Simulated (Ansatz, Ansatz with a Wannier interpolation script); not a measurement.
Rows from a G0W0 calculation on PtSe2 (1T monolayer) (Ansatz 0.2.0; G0W0 on PBEsol, plane waves, PAW; 12×12×1 mesh, 547 empty bands, screening to 80 eV), in eV. Spin-orbit coupling is left out.

```
row                      k  band   start       Σx  Σc at the solution      Vxc
  A  (0.000, 0.083, 0.000)    c2  -2.772  -16.810              -3.094  -20.487
  B  (0.000, 0.083, 0.000)    c1  -3.182  -16.403              -2.816  -19.790
  C  (0.000, 0.083, 0.000)    v1  -5.741  -18.271               1.265  -16.687
  D  (0.000, 0.250, 0.000)    v1  -5.943  -18.250               1.648  -16.222
  E  (0.000, 0.250, 0.000)    c1  -4.317  -15.989              -2.452  -18.986
  F  (0.000, 0.250, 0.000)    c2  -3.085  -16.151              -3.163  -19.905
```

**Question.** Work out each quasiparticle level and how far it moved.

The quasiparticle equation reads E = start + Σx + Σc(E) − Vxc.

```
row  E (eV)  shift (eV)
  A  -2.189      +0.583
  B  -2.612      +0.570
  C  -6.060      −0.319
  D  -6.323      −0.380
  E  -3.771      +0.545
  F  -2.494      +0.591
```

The gap over the computed points goes from 1.42 eV to 2.29 eV.

Limits: not at the basis limit; no spin polarisation; d states lean on the start; no spin-orbit coupling.

[Paths, hosts, dates, memory and timing lines, banners, echoed tables and standing remarks are left out of the program output.]

[Logs are printed without paths, hosts, clocks, repeated set-up lines and the standing remarks that a program may print on its own settings, such as how far it seeks lower states.]

[Runs of the session that timed out or met a known fault of the program may be left out.]

[Hosts, paths, dates, database ids (printed as entryN), source tags and the programs' standing remarks are cut or masked in the printed files.]
